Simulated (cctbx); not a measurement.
# Cu2Ni with cctbx, script by script

Library: cctbx 2025.11. The data are simulated by the first script.

## 1. Simulate the data

run.py:

```python
from cctbx import adptbx, crystal, miller, sgtbx, xray
from cctbx.array_family import flex
from iotbx.shelx import hklf
from scitbx import matrix
import scitbx.random

cs = crystal.symmetry(unit_cell=(2.582, 12.203, 3.773, 90, 90, 90), space_group_symbol='Hall: -C 2c 2')  # Cmcm
atoms = [  # label, site, U (iso, or U11 U22 U33 U12 U13 U23 in A^2), occupancy
    ("Cu1", (0.5, 0.5911, 0.75), (0.0180, 0.0274, 0.0275, 0.0000, 0.0000, 0.0000), 1),
    ("Cu2", (0, 0.777, 0.75), (0.0238, 0.0219, 0.0228, 0.0000, 0.0000, 0.0000), 1),
    ("Ni1", (0.5, 0.9462, 0.75), (0.0255, 0.0254, 0.0351, 0.0000, 0.0000, 0.0000), 1),
]
xs = xray.structure(crystal_symmetry=cs)
for label, site, u, occ in atoms:
    u = adptbx.u_cif_as_u_star(cs.unit_cell(), u) if isinstance(u, tuple) else u
    xs.add_scatterer(xray.scatterer(label, site=site, u=u, occupancy=occ))
xs.set_inelastic_form_factors(1.54184, "sasaki")
xs.show_summary()
p1 = xs.expand_to_p1()
ms = miller.build_set(p1, anomalous_flag=True, d_min=0.8)
flex.set_random_seed(388511)
scitbx.random.set_random_seed(388511)
ms = ms.select(flex.random_double(ms.size()) < 0.8)
i = ms.structure_factors_from_scatterers(p1, algorithm="direct").f_calc().as_intensity_array().data()
i = i * 70000 / flex.max(i)
sig = flex.sqrt(i + flex.pow2(0.04 * i) + 2 ** 2)
noise = scitbx.random.variate(scitbx.random.normal_distribution())(i.size())
data = ms.array(data=i + sig * noise, sigmas=sig).set_observation_type_xray_intensity()
with open("data.hkl", "w") as f:
    data.export_as_shelx_hklf(f)
print("reflections written:", data.size(), " <I/sigma> = %.1f" % flex.mean(data.data() / data.sigmas()))
for h, a, b in list(data.sort("data"))[:12]:
    print("%4d%4d%4d %9.1f %7.1f" % (h + (a, b)))
```

```console
$ python run.py
```

```text
Number of scatterers: 3
At special positions: 3
Unit cell: (2.582, 12.203, 3.773, 90, 90, 90)
Space group: C m c m (No. 63)
reflections written: 769  <I/sigma> = 7.6
   0   0   2   71292.4  2812.5
   1   3  -1   61833.4  2415.7
   1   3   1   61594.4  2415.7
  -1  -3   1   60604.5  2415.7
   1  -3  -1   60189.1  2415.7
  -1  -3  -1   58565.0  2415.7
   1  -3   1   57919.4  2415.7
   0   6   0   34986.3  1375.9
   2   0   0   34916.2  1368.4
  -2   0   0   34795.2  1368.4
   0  -6   0   31588.3  1375.9
   0   6   1   30831.6  1202.6
```

Run time: 0.3 s on 1 thread of Intel(R) Xeon(R) Platinum 8259CL CPU @ 2.50GHz (Skylake/Cascade Lake), on a shared host, peak memory 0.07 GiB.

## 2. Symmetry

run.py:

```python
from cctbx import crystal, sgtbx, statistics
from cctbx.array_family import flex
from iotbx.shelx import hklf

p1 = crystal.symmetry(unit_cell=(2.582, 12.203, 3.773, 90, 90, 90), space_group_symbol="P 1")
raw = hklf.reader(file_name="data.hkl").as_miller_arrays(crystal_symmetry=p1, anomalous=True)[0]
print(raw.size(), "reflections to d = %.3f A" % raw.d_min())
isig = raw.data() / raw.sigmas()
print("centring   violations  <I/sigma> of those")
best = "P"
for c in "ABCIRF":
    a = raw.customized_copy(space_group_info=sgtbx.space_group_info("Hall: %s 1" % c)).sys_absent_flags().data()
    m = flex.mean(isig.select(a))
    print("%5s %10d of %5d %8.1f" % (c, (isig.select(a) > 4).count(True), a.count(True), m))
    if (isig.select(a) > 4).count(True) < 0.01 * a.count(True):
        best = c
raw = raw.select(~raw.customized_copy(space_group_info=sgtbx.space_group_info("Hall: %s 1" % best)).sys_absent_flags().data())
isig = raw.data() / raw.sigmas()
rows = []
for s in sgtbx.space_group_symbol_iterator():
    g = sgtbx.space_group(s)
    if g.conventional_centring_type_symbol() != best or not g.is_compatible_unit_cell(p1.unit_cell(), 1e-3, 0.02):
        continue
    rows.append((s, g))
print("Laue class    unique    Rint  (classes that these axes allow; Friedel mates merged)")
rint = {}
for s, g in rows:
    laue = g.build_derived_patterson_group()
    key = laue.type().hall_symbol()
    if key not in rint:
        m = raw.customized_copy(space_group_info=laue.info(), anomalous_flag=False).merge_equivalents()
        rint[key] = m.r_int()
        print("%-14s %6d %7.3f" % (laue.type().lookup_symbol(), m.array().size(), m.r_int()))
floor = min(rint.values())
good = [(s, g) for s, g in rows if rint[g.build_derived_patterson_group().type().hall_symbol()] < 2 * floor + 0.03]
top = max(g.build_derived_patterson_group().order_z() for s, g in good)
print("space group    extra absences  I>4sigma  <I/sigma>")
for s, g in good:
    laue = g.build_derived_patterson_group()
    if laue.order_z() != top:
        continue
    a = raw.customized_copy(space_group_info=g.info()).sys_absent_flags().data()
    a &= ~raw.customized_copy(space_group_info=laue.info()).sys_absent_flags().data()
    bad = (isig.select(a) > 4).count(True)
    if bad <= 0.03 * a.count(True):
        print("%-16s %8d %10d %9s  %s" % (s.universal_hermann_mauguin(), a.count(True), bad, "%.1f" % flex.mean(isig.select(a)) if a.count(True) else "-", "centric" if g.is_centric() else "acentric"))
laue = max(good, key=lambda t: t[1].build_derived_patterson_group().order_z())[1].build_derived_patterson_group()
f = raw.customized_copy(space_group_info=laue.info(), anomalous_flag=False).merge_equivalents().array().eliminate_sys_absent().f_sq_as_f()
f.set_observation_type_xray_amplitude()
bins = max(3, min(8, f.size() // 12))
f.setup_binner(n_bins=bins)
w = statistics.wilson_plot(f, {e: n / laue.order_z() for e, n in {'Cu': 8.0, 'Ni': 4.0}.items()}, e_statistics=True)
print("Wilson B = %.2f A^2   <|E^2-1|> = %.3f (0.968 centric, 0.736 acentric)   E^2>4: %.1f %%" % (w.wilson_b, w.mean_e_sq_minus_1, w.percent_e_sq_gt_2))
print("shell (A)         n   <I/sigma>")
m = raw.customized_copy(space_group_info=laue.info(), anomalous_flag=False).merge_equivalents().array().eliminate_sys_absent()
for b in m.setup_binner(n_bins=bins).range_used():
    sel = m.binner().selection(b)
    print("%5.2f - %4.2f %6d %8.1f" % (min(m.binner().bin_d_range(b)[0] if m.binner().bin_d_range(b)[0] > 0 else 99, 99), m.binner().bin_d_range(b)[1], sel.count(True), flex.mean((m.data() / m.sigmas()).select(sel))))
```

```console
$ python run.py
```

```text
769 reflections to d = 0.800 A
centring   violations  <I/sigma> of those
    A        169 of   388      7.6
    B        169 of   385      7.7
    C          0 of   387     -0.0
    I        165 of   377      7.8
    R        232 of   512      7.7
    F        169 of   580      5.1
Laue class    unique    Rint  (classes that these axes allow; Friedel mates merged)
C 1 2/m 1         125   0.026
C 2/m 1 1         143   0.026
C m m m            86   0.028
space group    extra absences  I>4sigma  <I/sigma>
C 2 2 21                2          0      -0.0  acentric
C 2 2 2                 0          0         -  acentric
C m m 2                 0          0         -  acentric
C m c 21                9          0      -0.5  acentric
C 2 m m                 0          0         -  acentric
C m 2 m                 0          0         -  acentric
C 2 c m                 9          0      -0.5  acentric
C m c m                 9          0      -0.5  centric
C m m m                 0          0         -  centric
Wilson B = 2.22 A^2   <|E^2-1|> = 0.971 (0.968 centric, 0.736 acentric)   E^2>4: 3.6 %
shell (A)         n   <I/sigma>
 6.10 - 1.53     16     27.1
 1.53 - 1.22     12     26.8
 1.22 - 1.06     14     37.9
 1.06 - 0.97     12     26.5
 0.97 - 0.90      7     21.4
 0.90 - 0.84     17     31.2
 0.84 - 0.80      8     22.2
```

Time: 0.32 s.

## 3. Patterson map

run.py:

```python
from cctbx import crystal, maptbx
from iotbx.shelx import hklf

cs = crystal.symmetry(unit_cell=(2.582, 12.203, 3.773, 90, 90, 90), space_group_symbol='Hall: -C 2c 2')  # Cmcm
raw = hklf.reader(file_name="data.hkl").as_miller_arrays(crystal_symmetry=cs, anomalous=True)[0]
merged = raw.eliminate_sys_absent().merge_equivalents()
fo2 = merged.array().set_observation_type_xray_intensity()
f = fo2.average_bijvoet_mates().f_sq_as_f()
pm = f.patterson_map(symmetry_flags=maptbx.use_space_group_symmetry, sharpening=False, resolution_factor=0.25)
peaks = pm.peak_search(parameters=maptbx.peak_search_parameters(min_distance_sym_equiv=0.4, max_clusters=14)).all()
top = peaks.heights()[0]
print("Patterson group", f.patterson_symmetry().space_group_info())
print("      u       v       w   height  length (A)")
for x, h in zip(peaks.sites(), peaks.heights()):
    y = [t - round(t) for t in x]
    print("%7.3f %7.3f %7.3f %8.1f %8.2f" % (x + (1000 * h / top, cs.unit_cell().length(y))))
```

```console
$ python run.py
```

```text
Patterson group C m m m
      u       v       w   height  length (A)
  0.000   0.000   0.000   1000.0     0.00
  0.000   0.331   0.000    841.9     4.04
  0.000   0.135   0.500    470.1     2.50
  0.000   0.458   0.500    441.0     5.90
  0.000   0.201   0.500    364.4     3.09
```

Time: 0.32 s.

## 4. Charge flipping

run.py:

```python
import itertools
from cctbx import crystal, maptbx
from cctbx.array_family import flex
from iotbx.shelx import hklf
from smtbx.ab_initio import charge_flipping as cf

cs = crystal.symmetry(unit_cell=(2.582, 12.203, 3.773, 90, 90, 90), space_group_symbol='Hall: -C 2c 2')  # Cmcm
raw = hklf.reader(file_name="data.hkl").as_miller_arrays(crystal_symmetry=cs, anomalous=True)[0]
merged = raw.eliminate_sys_absent().merge_equivalents()
fo2 = merged.array().set_observation_type_xray_intensity()
f = fo2.average_bijvoet_mates().f_sq_as_f().resolution_filter(d_min=0.8)
p1 = f.expand_to_p1()
p1.setup_binner_counting_sorted(reflections_per_bin=max(40, p1.size() // 12))
work = p1.array(data=p1.data() / p1.amplitude_quasi_normalisations().data())
flex.set_random_seed(22498)
it = cf.weak_reflection_improved_iterator(delta=None, weak_reflection_fraction=0.2)
it.start(work, phases=flex.random_double(p1.size()) * 6.2832, f_000=0)
it.delta = 0.9 * it.rho_map.sigma()
print("cycle      R  skewness")
for n, st in enumerate(itertools.islice(it, 150)):
    if n % 12 == 0:
        print("%5d %6.3f %8.2f" % (n, st.r1_factor(), st.rho_map.skewness()))
rho = p1.phase_transfer(it.f_calc).fft_map().apply_volume_scaling()
polish = cf.low_density_elimination_iterator(constant_rho_c=rho.sigma())
polish.start(f_obs=p1, phases=it.f_calc, f_000=0)
for _ in range(8):
    next(polish)
print("origin shift          correlation  skewness")
maps = []
for fc, shift, cc in itertools.islice(cf.f_calc_symmetrisations(f, polish.f_calc, 0), 4):
    m = f.phase_transfer(fc).fft_map(symmetry_flags=maptbx.use_space_group_symmetry, resolution_factor=0.25).apply_sigma_scaling()
    maps.append((m.skewness(), cc, m))
    print("%6.3f %6.3f %6.3f %10.3f %9.2f" % (tuple(shift) + (cc, m.skewness())))
skew, cc, m = max((t for t in maps if t[1] > maps[0][1] - 0.04), key=lambda t: t[0])
print("taken: symmetry correlation %.3f, skewness %.2f" % (cc, skew))
peaks = m.peak_search(parameters=maptbx.peak_search_parameters(min_distance_sym_equiv=0.9, max_clusters=8)).all()
sps = cs.special_position_settings(min_distance_sym_equiv=0.5)
print("peak      x       y       z  mult  height/sigma")
for k, (x, h) in enumerate(zip(peaks.sites(), peaks.heights())):
    ss = sps.site_symmetry(x)
    print("Q%-3d %7.4f %7.4f %7.4f %4d %8.1f" % ((k + 1,) + tuple(t % 1 for t in ss.exact_site()) + (ss.multiplicity(), h)))
```

```console
$ python run.py
```

```text
AssertionError
```

Time: 0.3 s.

## 5. Charge flipping

run.py, as its changes from the last script of this kind:

```diff
@@ -13,3 +13,2 @@
-p1.setup_binner_counting_sorted(reflections_per_bin=max(40, p1.size() // 12))
-work = p1.array(data=p1.data() / p1.amplitude_quasi_normalisations().data())
-flex.set_random_seed(22498)
+work = p1
+flex.set_random_seed(22499)
@@ -20,2 +19,2 @@
-for n, st in enumerate(itertools.islice(it, 150)):
-    if n % 12 == 0:
+for n, st in enumerate(itertools.islice(it, 300)):
+    if n % 25 == 0:
```

```console
$ python run.py
```

```text
cycle      R  skewness
    0  0.560     0.24
   25  0.138     3.12
   50  0.180     3.12
   75  0.152     3.05
  100  0.165     3.06
  125  0.145     2.95
  150  0.159     3.01
  175  0.160     3.00
  200  0.178     2.95
  225  0.186     2.95
  250  0.158     2.91
  275  0.153     2.94
origin shift          correlation  skewness
 0.168  0.112  0.466      0.998      4.17
 0.168  0.446  0.467      0.998      4.14
 0.166  0.279  0.467      0.995      3.68
 0.211  0.112  0.469      0.998      4.17
taken: symmetry correlation 0.998, skewness 4.17
peak      x       y       z  mult  height/sigma
Q1    0.0000  0.2216  0.2500    4      8.7
Q2    0.0000  0.0923  0.7500    4      8.3
Q3    0.0000  0.4449  0.7500    4      6.2
Q4    0.0000  0.1506  0.0222    8      0.4
Q5    0.0000  0.3892  0.0521    8      0.3
Q6    0.0000  0.3154  0.1105    8      0.3
Q7    0.1870  0.1262  0.2500    8      0.3
Q8    0.0000  0.0304  0.2500    4      0.2
```

Time: 0.4 s.

## 6. Refinement (model from the peaks)

run.py:

```python
import math
from cctbx import adptbx, crystal, maptbx, sgtbx, xray
from cctbx.array_family import flex
from cctbx.xray import observations
from iotbx.shelx import hklf
from scitbx.lstbx import normal_eqns_solving
from smtbx import absolute_structure, utils
from smtbx.refinement import constraints, least_squares

cs = crystal.symmetry(unit_cell=(2.582, 12.203, 3.773, 90, 90, 90), space_group_symbol='Hall: -C 2c 2')  # Cmcm
atoms = [  # label, site, U (iso, or U11 U22 U33 U12 U13 U23 in A^2), occupancy
    ("Cu1", (0, 0.2216, 0.25), 0.0200, 1),
    ("Cu2", (0, 0.0923, 0.75), 0.0200, 1),
    ("Ni1", (0, 0.4449, 0.75), 0.0200, 1),
]
xs = xray.structure(crystal_symmetry=cs)
for label, site, u, occ in atoms:
    u = adptbx.u_cif_as_u_star(cs.unit_cell(), u) if isinstance(u, tuple) else u
    xs.add_scatterer(xray.scatterer(label, site=site, u=u, occupancy=occ))
xs.set_inelastic_form_factors(1.54184, "sasaki")
raw = hklf.reader(file_name="data.hkl").as_miller_arrays(crystal_symmetry=cs, anomalous=True)[0]
merged = raw.eliminate_sys_absent().merge_equivalents()
fo2 = merged.array().set_observation_type_xray_intensity()
print("Rint %.3f, %d unique reflections to %.2f A" % (merged.r_int(), fo2.size(), fo2.d_min()))
for sc in xs.scatterers():
    sc.flags.set_grad_site(True)
    sc.flags.set_grad_u_aniso(sc.flags.use_u_aniso())
    sc.flags.set_grad_u_iso(sc.flags.use_u_iso())
obs = fo2.as_xray_observations()
extra = {}
rep = constraints.reparametrisation(xs, [], utils.connectivity_table(xs), **extra)
ls = least_squares.crystallographic_ls(obs, rep, weighting_scheme=least_squares.mainstream_shelx_weighting(a=0, b=0))
print("cycle     R1     wR2    GooF  max shift (A)")
for cycle in range(6):
    ls.build_up()
    r1, wr2, goof = ls.r1_factor(cutoff_factor=2)[0], ls.wR2(), ls.goof()
    old = xs.sites_cart()
    normal_eqns_solving.levenberg_marquardt_iterations(ls, n_max_iterations=3, tau=0.0001, step_threshold=1e-7)
    big = flex.max((xs.sites_cart() - old).norms())
    print("%4d %7.4f %7.4f %7.3f %9.5f" % (cycle + 1, r1, wr2, goof, big))
    ls.build_up(objective_only=True)
    if abs(ls.wR2() - wr2) < 5e-5 and big < 5e-4:
        break
ls.build_up()
print("final R1 %.4f wR2 %.4f GooF %.3f  parameters %d  data/parameter %.1f" % (ls.r1_factor(cutoff_factor=2)[0], ls.wR2(), ls.goof(), ls.n_parameters, fo2.size() / ls.n_parameters))
cov = ls.covariance_matrix_and_annotations()
su = dict(zip(cov.annotations, (math.sqrt(max(v, 0)) for v in cov.matrix.matrix_packed_u_diagonal())))
a2 = cs.unit_cell().reciprocal_parameters()[0] ** -2
print("atom        x        y        z      Ueq    occ   su(xyz)  su(Uiso or U11)")
for sc in xs.scatterers():
    s = max(su.get(sc.label + k, 0) for k in (".x", ".y", ".z"))
    npd = "" if sc.is_positive_definite_u(cs.unit_cell()) else "  NPD"
    print("%-5s %8.5f %8.5f %8.5f %8.4f %6.3f %8.5f %7.4f%s" % ((sc.label,) + sc.site + (sc.u_iso_or_equiv(cs.unit_cell()), sc.occupancy, s, su.get(sc.label + ".uiso", su.get(sc.label + ".u11", 0) * a2), npd)))
fo = fo2.f_sq_as_f()
fc = fo.structure_factors_from_scatterers(xs, algorithm="direct").f_calc()
diff = fo.f_obs_minus_f_calc(1 / math.sqrt(ls.scale_factor()), fc).average_bijvoet_mates()
m = diff.fft_map(symmetry_flags=maptbx.use_space_group_symmetry, resolution_factor=0.25).apply_volume_scaling()
print("difference map: max %.2f min %.2f rms %.2f" % (m.statistics().max(), m.statistics().min(), m.statistics().sigma()))
peaks = m.peak_search(parameters=maptbx.peak_search_parameters(min_distance_sym_equiv=0.6, max_clusters=5)).all()
near = xs.closest_distances(peaks.sites(), distance_cutoff=4)
sps = cs.special_position_settings(min_distance_sym_equiv=0.5)
for k, (x, h) in enumerate(zip(peaks.sites(), peaks.heights())):
    ss = sps.site_symmetry(x)
    print("Q%-3d %7.4f %7.4f %7.4f %4d %7.2f  %.2f A from %s" % ((k + 1,) + tuple(t % 1 for t in ss.exact_site()) + (ss.multiplicity(), h, near.smallest_distances[k], xs.scatterers()[near.i_seqs[k]].label)))
```

```console
$ python run.py
```

```text
Rint 0.028, 83 unique reflections to 0.80 A
cycle     R1     wR2    GooF  max shift (A)
   1  0.1015  0.3130  10.829   0.02157
   2  0.0428  0.1584   5.480   0.00026
final R1 0.0430 wR2 0.1584 GooF 5.479  parameters 6  data/parameter 13.8
atom        x        y        z      Ueq    occ   su(xyz)  su(Uiso or U11)
Cu1    0.00000  0.22338  0.25000   0.0249  1.000  0.00021  0.0012
Cu2    0.00000  0.09057  0.75000   0.0251  1.000  0.00027  0.0012
Ni1    0.00000  0.44563  0.75000   0.0309  1.000  0.00028  0.0013
difference map: max 1.63 min -1.80 rms 0.32
Q1    0.0000  0.1303  0.7500    4    1.66  0.48 A from Cu2
Q2    0.0000  0.4551  0.7500    4    1.37  0.12 A from Ni1
Q3    0.0000  0.2114  0.2500    4    1.17  0.15 A from Cu1
Q4    0.0000  0.9977  0.2500    4    0.57  1.08 A from Cu2
Q5    0.1798  0.3775  0.0712   16    0.57  1.14 A from Cu2
```

It took 0.46 s on 1 thread of Intel(R) Xeon(R) Platinum 8259CL CPU @ 2.50GHz (Skylake/Cascade Lake), with other jobs on the host, peak memory 0.09 GiB.

Figures of merit this high mean that the model is still wrong or incomplete.

[Logs are printed without paths, hosts, clocks, repeated set-up lines and the standing remarks that a program may print on its own settings, such as how far it seeks lower states.]
